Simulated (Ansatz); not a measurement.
# H on Ti(0001): change of the work function, part 3 of 3

Wanted: Δφ(θ) for H/Ti(0001), starting from the fcc site.

Ansatz 0.2.0; plane-wave DFT, PBE, Ansatz PAW.

So far, work function, upper face (eV): step 2 (the clean slab) 4.37; step 3 (17 atoms, coverage 0.25 ML, cell 2x2) 4.30.

## (4) Adsorbate added, k-mesh 12×12×1, coverage 1 ML

System of this step: H/Ti(0001). The cell holds 5 atoms: 4 Ti and 1 H. Cell: a = 2.950 Å, b = 2.950 Å, c = 25.906 Å, α = 90.0°, β = 90.0°, γ = 60.0°. Vacuum lies along c.

Another coverage, to see how the dipoles act on each other as their distance changes.

The input, input.yaml:

```yaml
crystal:
  lattice:
    - [2.95, 0.0, 0.0]
    - [1.475, 2.5547749412, 0.0]
    - [0.0, 0.0, 25.9058781699]
  atoms:
    - { symbol: Ti, position: [0.6666666667, 0.6666666667, 0.3474115002] }
    - { symbol: Ti, position: [0.0, 0.0, 0.4378272732] }
    - { symbol: Ti, position: [0.6666666667, 0.6666666667, 0.5308680821] }
    - { symbol: Ti, position: [0.0, 0.0, 0.6145817052] }
    - { symbol: H, position: [0.3333333333, 0.3333333333, 0.6525884998] }
kpoints:
  mp_grid: { grid: [12, 12, 1] }
hamiltonian:
  xc: pbe
scf:
  occupations: { method: fermi_dirac, width: 0.1 }
  convergence: { dr2_threshold: 1.0e-08 }
efield:
  axis: 3
  dipole_correction: true
  ramp_position: 0.97
  ramp_width: 0.06
relax:
  f_tol: 0.02
  max_steps: 60
  constraints: [{ sites: [0, 1] }]
output:
  write_potential: true
  write_density: true
  volumetric_format: npy
```

Started as:

```
$ ansatz run input.yaml --threads 2 --pin off --max-ram 3072MiB --backend cpu --events-out ev --progress --plain --runs-dir out
```

Numbers of over 12 decimals in the logs are rounded to 6 here.

The log of the run:

```text
[...]
Crystal: 5 atoms, lattice volume = 195.242 Å³
Basis set: ecut = 420 eV, 3759 PW (Γ), exchange–correlation on 40×40×360 points (8 copies of the dense FFT grid, shifted against one another)
Bands: 30, of which v1, the nominal top of the filled ones, is band 25 counted from 1 (24 counted from 0)
Symmetry: 6 space group operations
[...]
k-points: 19 of 144 (time reversal used)
[...]
SCF iter   1: F=—  HF=-10013.863083 eV  |F-HF|=—  |Δ(HF+E_count)|=         —  Δρ=4.95e-3  dr2=2.76e-1  ethr=1.77e-3  p=0.003 e·Å  D=2.37e-3 V/Å  ΔV_dip=-0.06 eV  dr2_dipole=6.75e-2  V_vac-E_F(+/−)=3.99/4.06 eV  ⟨swp⟩=8.1  Hψ=2703  notcnv=0
[...]
SCF iter   9: F=-10013.852414 eV  HF=-10013.852414 eV  |F-HF|=8.70e-9  |Δ(HF+E_count)|=   6.50e-8  Δρ=1.54e-6  dr2=5.57e-9  ethr=2.04e-11  p=0.002 e·Å  D=1.43e-3 V/Å  ΔV_dip=-0.04 eV  dr2_dipole=1.05e-9  V_vac-E_F(+/−)=4.37/4.41 eV  ⟨swp⟩=8.7  Hψ=4436  notcnv=0
SCF 1 converged in 9 iterations: F = -10013.852414 eV  dr2 = 5.57e-9
[...]
relax step   1: F+E_penalty+E_count = -10013.85241358 eV  Δ(F+E_penalty+E_count) = +0.000e0 eV  max|allowed force component| = 3.324e-1 eV/Å  Δτ_max = 0.0000 Å  (9 SCF iters, accepted)
[...]
SCF iter   9: F=-10013.859791 eV  HF=-10013.859791 eV  |F-HF|=2.34e-9  |Δ(HF+E_count)|=   5.68e-7  Δρ=1.00e-6  dr2=2.93e-9  ethr=2.04e-11  p=-0.002 e·Å  D=-1.50e-3 V/Å  ΔV_dip=0.04 eV  dr2_dipole=1.73e-12  V_vac-E_F(+/−)=4.44/4.40 eV  ⟨swp⟩=10.0  Hψ=3984  notcnv=0
SCF 2 converged in 9 iterations: F = -10013.859791 eV  dr2 = 2.93e-9
relax step   2: F+E_penalty+E_count = -10013.85979136 eV  Δ(F+E_penalty+E_count) = -7.378e-3 eV  max|allowed force component| = 1.678e-1 eV/Å  Δτ_max = 0.1231 Å  (9 SCF iters, accepted)
[...]
SCF iter   8: F=-10013.863502 eV  HF=-10013.863502 eV  |F-HF|=5.47e-9  |Δ(HF+E_count)|=   2.05e-8  Δρ=7.54e-7  dr2=1.53e-9  ethr=2.04e-11  p=-0.000 e·Å  D=-3.83e-4 V/Å  ΔV_dip=0.01 eV  dr2_dipole=4.78e-10  V_vac-E_F(+/−)=4.41/4.40 eV  ⟨swp⟩=9.4  Hψ=3879  notcnv=0
SCF 3 converged in 8 iterations: F = -10013.863502 eV  dr2 = 1.53e-9
relax step   3: F+E_penalty+E_count = -10013.86350218 eV  Δ(F+E_penalty+E_count) = -3.711e-3 eV  max|allowed force component| = 1.649e-2 eV/Å  Δτ_max = 0.0504 Å  (8 SCF iters, accepted)
[...]
SCF converged after 8 iterations
Free energy (F): -10013.863502 eV
[...]
Internal energy: -10013.650960 eV  (E = F + TS)
E sigma→0 (E₀):  -10013.757231 eV
Entropy (-TS):   -0.212543 eV (-42.509 meV/atom)
Fermi energy:    2.106727 eV
Dipole field:    D = -0.000354 V/Å  (p = -0.000382 e·Å, saw-weighted, corrected)
Work function:   Φ+ = 4.4136 eV   Φ− = 4.4044 eV
[...]
--- Forces (eV/Å), atoms counted from 1 ---
  atom   1  Ti    -0.00000000     0.00000000     0.59866022
  atom   2  Ti     0.00000000    -0.00000000    -0.60080006
  atom   3  Ti    -0.00000000     0.00000000    -0.01555921
  atom   4  Ti    -0.00000000    -0.00000000     0.01648641
  atom   5  H     -0.00000000     0.00000000     0.00121987
  max |Σ_I F_I| component: 7.23e-6 eV/Å
--- Band table (eV; the first three rows and the last of 19) ---
  k-point 0: bands = [... 21 lower, 1.9789, 2.4367, 2.4993, 2.7520, 2.7520, 2.8267, 2.8267, 2.8904, ... 1 higher]
  k-point 1: bands = [... 21 lower, 1.9188, 2.2563, 2.4232, 2.5611, 2.6585, 2.8337, 2.8596, 2.9364, ... 1 higher]
  k-point 2: bands = [... 21 lower, 1.6318, 1.9088, 2.1331, 2.3404, 2.4344, 2.7529, 2.9692, 3.0986, ... 1 higher]
  k-point 18: bands = [... 21 lower, 0.9337, 1.3255, 1.4070, 2.0429, 2.0699, 2.2038, 2.2436, 2.3805, ... 1 higher]
--- Relaxed structure (3 steps of the walk, 3 accepted, 0 SCFs on fresh bases) ---
  F+E_penalty+E_count = -10013.86350218 eV   max|allowed force component| = 1.649e-2 eV/Å
  atoms:
    - { symbol: Ti, position: [0.666667, 0.666667, 0.347412] }
    - { symbol: Ti, position: [-1.850371707762447e-17, -1.850371707762447e-17, 0.437827] }
    - { symbol: Ti, position: [0.666667, 0.666667, 0.530441] }
    - { symbol: Ti, position: [-1.850371707762446e-17, -1.8503717077624496e-17, 0.616357] }
    - { symbol: H, position: [0.333333, 0.333333, 0.655395] }
```

The job ended after 17 s (2 threads of Arm Neoverse V1, shared host; peak memory 0.43 GiB; 34 s of CPU time).

Step by step:

```tsv
step	energy less that of the first step (eV)	largest force component (eV/Å)
1	0.0000	0.3324
2	-0.0074	0.1678
3	-0.0111	0.0165
```

The run keeps the 6 symmetry operations that it works with, so distortions that break them were not tested.

The atoms that moved most (Å):

```tsv
atom	dx	dy	dz	length
H5	0.000	0.000	0.073	0.073
Ti4	0.000	0.000	0.046	0.046
Ti3	0.000	0.000	-0.011	0.011
```

Final coordinates:

```
Ti H
1.0
     2.95000    0.00000    0.00000
     1.47500    2.55477    0.00000
     0.00000    0.00000   25.90588
Ti H
4 1
Cartesian
  2.9500 1.7032 9.0000
  0.0000 0.0000 11.3423
  2.9500 1.7032 13.7415
  0.0000 0.0000 15.9673
  1.4750 0.8516 16.9786
```

This step gave:

```
energy at zero smearing   : -10013.7572 eV
work function, upper face : 4.414 eV
dipole along the normal   : -3.82e-4 e·Å
```

Running mean over 2.342 Å of the planar mean; the ramp of the sawtooth is left out. Electron's electrostatic potential energy less the Fermi level against z:

```tsv
z (Å)	electron's electrostatic potential energy less the Fermi level (eV)
3.5	4.40
4.0	4.40
4.5	4.40
5.0	4.38
5.5	4.34
6.0	4.22
6.5	3.87
7.0	2.87
7.5	0.378
8.0	-3.14
8.5	-5.89
9.0	-6.74
9.5	-6.71
10.0	-6.60
10.5	-6.57
11.0	-6.60
11.5	-6.59
12.0	-6.44
12.5	-6.34
13.0	-6.40
13.5	-6.58
14.0	-6.80
14.5	-7.18
15.0	-7.24
15.5	-7.08
16.0	-7.24
16.5	-6.34
17.0	-3.52
17.5	-0.0623
18.0	2.50
18.5	3.89
19.0	4.29
19.5	4.38
20.0	4.41
20.5	4.41
21.0	4.41
21.5	4.41
22.0	4.41
22.5	4.41
```

The relaxation took 3 steps and lowered the energy by 0.011 eV; the largest force on the free atoms ends at 0.016 eV/Å.

The covered face has 4.41 eV, +0.04 eV against the clean one; the bare back face has moved by -0.02 eV, a measure of how thin the slab is.

## (5) Work function against coverage

This step: plane-wave DFT, PBE, Ansatz PAW; work function against coverage (Ansatz 0.2.0).

The runs are now put side by side.

Numbers from this step:

```
work function of the clean face     : 4.373 eV
largest change of the work function : -0.06878 eV
```

The work function of the covered face by coverage:

```tsv
coverage (adsorbates/nm²)	work function of the covered face (eV)
0.00	4.37
3.32	4.30
13.27	4.41
```

The dipole per adsorbate comes from the change of the cell's dipole. Coverage, by row:

```tsv
coverage (1/nm²)	coverage (ML)	work function (eV)	change (eV)	dipole per adsorbate, positive end outwards (debye)	mean height of the added atoms over the highest substrate atom (Å)
3.317	0.25	4.304	-0.06878	0.05	1.062
13.27	1	4.414	0.04069	-0.012	1.011
```

## (6) Summary of results

| Quantity | Value |
| --- | --- |
| work function of the clean face | 4.37 eV |
| work function at 0.25 ML | 4.30 eV |
| work function at 1 ML | 4.41 eV |
| dipole per adsorbate at 0.25 ML, positive end outwards | 0.05 D |

In words: H changes the work function of Ti(0001) by less than 0.15 eV at every coverage run, which is within the error of so thin a slab. The slab has 4 layers, at the tabulated experimental lattice constant, one starting site was run, and quantum-size effects of a slab this thin can reach one or two tenths of an eV.

[Logs are printed without paths, hosts, clocks, repeated set-up lines and the standing remarks that a program may print on its own settings, such as how far it seeks lower states.]

[Hosts, paths, dates, database ids (printed as entryN), source tags and the programs' standing remarks are cut or masked in the printed files.]

[Maps of the electrostatic potential energy from Ansatz leave out the sawtooth potential of an applied field or a dipole correction, so their vacuum need not be flat; planar profiles and work functions include it.]
